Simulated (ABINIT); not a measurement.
Planning a run of ABINIT 10.8.3 on InP (F-43m). The input:

```
acell 3*1.0 Angstrom
rprim 
  0.000000000000 2.930500000000 2.930500000000
  2.930500000000 -0.000000000000 2.930500000000
  2.930500000000 2.930500000000 0.000000000000
ntypat 2
znucl 49 15
natom 2
typat 1 2
xred 
  0.000000000000 0.000000000000 0.000000000000
  0.250000000000 0.250000000000 0.250000000000
pp_dirpath "pseudos"
pseudos "In.upf, P.upf"
ecut 33
nspinor 2
ngkpt 4 4 4
nshiftk 1
shiftk 0 0 0
kptopt 1
chksymbreak 0
iscf -2
irdden 1
istwfk *1
nband 242
nbdbuf 22
tolwfr 1e-09
nstep 60
prtvol 0
indata_prefix "in"
outdata_prefix "out"
tmpdata_prefix "tmp"
```

The database entry behind the starting cell differs from later determinations by our own check (0.1 to 0.3 % short, probably kX units), so it need not match the best structure at ambient conditions.

```sh
OMP_NUM_THREADS=1 mpirun -n 4 abinit run.abi > log
```

Estimate wall time and host memory on 4 MPI ranks of Intel Xeon 6975P-C (Granite Rapids), shared host.

It took 2.4 min; on shared hardware allow 72 s to 4.8 min. Peak host memory was 0.57 GiB.

[Paths, hosts, dates, memory and timing lines, banners, echoed tables and standing remarks are left out of the program output.]

[Logs are printed without paths, hosts, clocks, repeated set-up lines and the standing remarks that a program may print on its own settings, such as how far it seeks lower states.]

[Runs of the session that timed out or met a known fault of the program may be left out.]

[Hosts, paths, dates, database ids (printed as entryN), source tags and the programs' standing remarks are cut or masked in the printed files.]

[G0W0 gaps are taken among the corrected bands and points alone; a level outside them can change the order at an edge.]

[Where Ansatz stands beside ABINIT at settings called matched, ABINIT's density can come from a denser mesh and the files from another edition; pairs whose starting gaps differed by over 0.03 eV were left out, so agreement reads better than it is.]
